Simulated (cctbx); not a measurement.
**Which space group?**

Cell: a = 5.0340 Å, b = 6.3780 Å, c = 5.2500 Å, α = 90.00°, β = 90.00°, γ = 90.00°. Expected content of the cell: Au2 Ag4 Y2.

The data are simulated with cctbx, not measured: Cu Kα, λ = 1.54184 Å, to d = 0.8 Å, 70 % of the full sphere, strongest reflection 40000 counts, noise from counting, a 2 % proportional error and a noise floor of 8 counts (s.d.); no absorption.

A first pass over the reflections prints:

```text
998 reflections to d = 0.800 A
centring   violations  <I/sigma> of those
    A        312 of   498     14.5
    B        296 of   516     14.1
    C        270 of   508     13.3
    I        307 of   518     14.1
    R        402 of   675     14.0
    F        439 of   761     14.0
Laue class    unique    Rint  (classes that these axes allow; Friedel mates merged)
P -1              638   0.016
P 1 2/m 1         372   0.017
P 1 1 2/m         373   0.017
P 2/m 1 1         381   0.017
P m m m           230   0.018
space group    extra absences  I>4sigma  <I/sigma>
P 2 2 2                 0          0         -  acentric
P 21 2 2                5          0      -0.3  acentric
P 2 21 2                4          0       0.1  acentric
P 21 21 2               9          0      -0.1  acentric
P m m 2                 0          0         -  acentric
P 2 m m                 0          0         -  acentric
P m 2 m                 0          0         -  acentric
P 21 m n               51          0      -0.0  acentric
P m 21 n               51          0      -0.0  acentric
P m m m                 0          0         -  centric
P m m n :1             51          0      -0.0  centric
P m m n :2             51          0      -0.0  centric
Wilson B = 1.20 A^2   <|E^2-1|> = 1.217 (0.968 centric, 0.736 acentric)   E^2>4: 7.7 %
shell (A)         n   <I/sigma>
 6.38 - 1.59     39     32.9
 1.59 - 1.27     30     35.1
 1.27 - 1.11     31     22.8
 1.11 - 1.01     26     24.9
 1.01 - 0.94     27     32.5
 0.94 - 0.88     25     22.8
 0.88 - 0.84     26     21.5
 0.84 - 0.80     26     15.9
```

**Question.** What are the lattice type, the Laue class and the likely space group?

Every centring test has many violations, so the lattice is primitive.

Rint stays low (0.016 to 0.018) up to P m m m, the highest class in these axes.

12 settings pass the absence test. The most absences obeyed, 51, belong to P 21 m n, P m 21 n and P m m n, which absences can't tell apart.

⟨|E²−1|⟩ = 1.217 is above even the centric ideal, a mark of pseudo-translation (a class of systematically weak reflections). The Wilson B of 1.20 Å² means U ≈ 0.0152 Å².

The true group is Pmmn (no. 59, origin choice 1), Laue class mmm, centrosymmetric. The tables only narrow the choice to the tied entries; cell content, site symmetry and trial solutions must settle it.

The model is made up (kin elements in a known structure type, no relaxation), so it says nothing on whether the phase exists.

[Logs are printed without paths, hosts, clocks, repeated set-up lines and the standing remarks that a program may print on its own settings, such as how far it seeks lower states.]
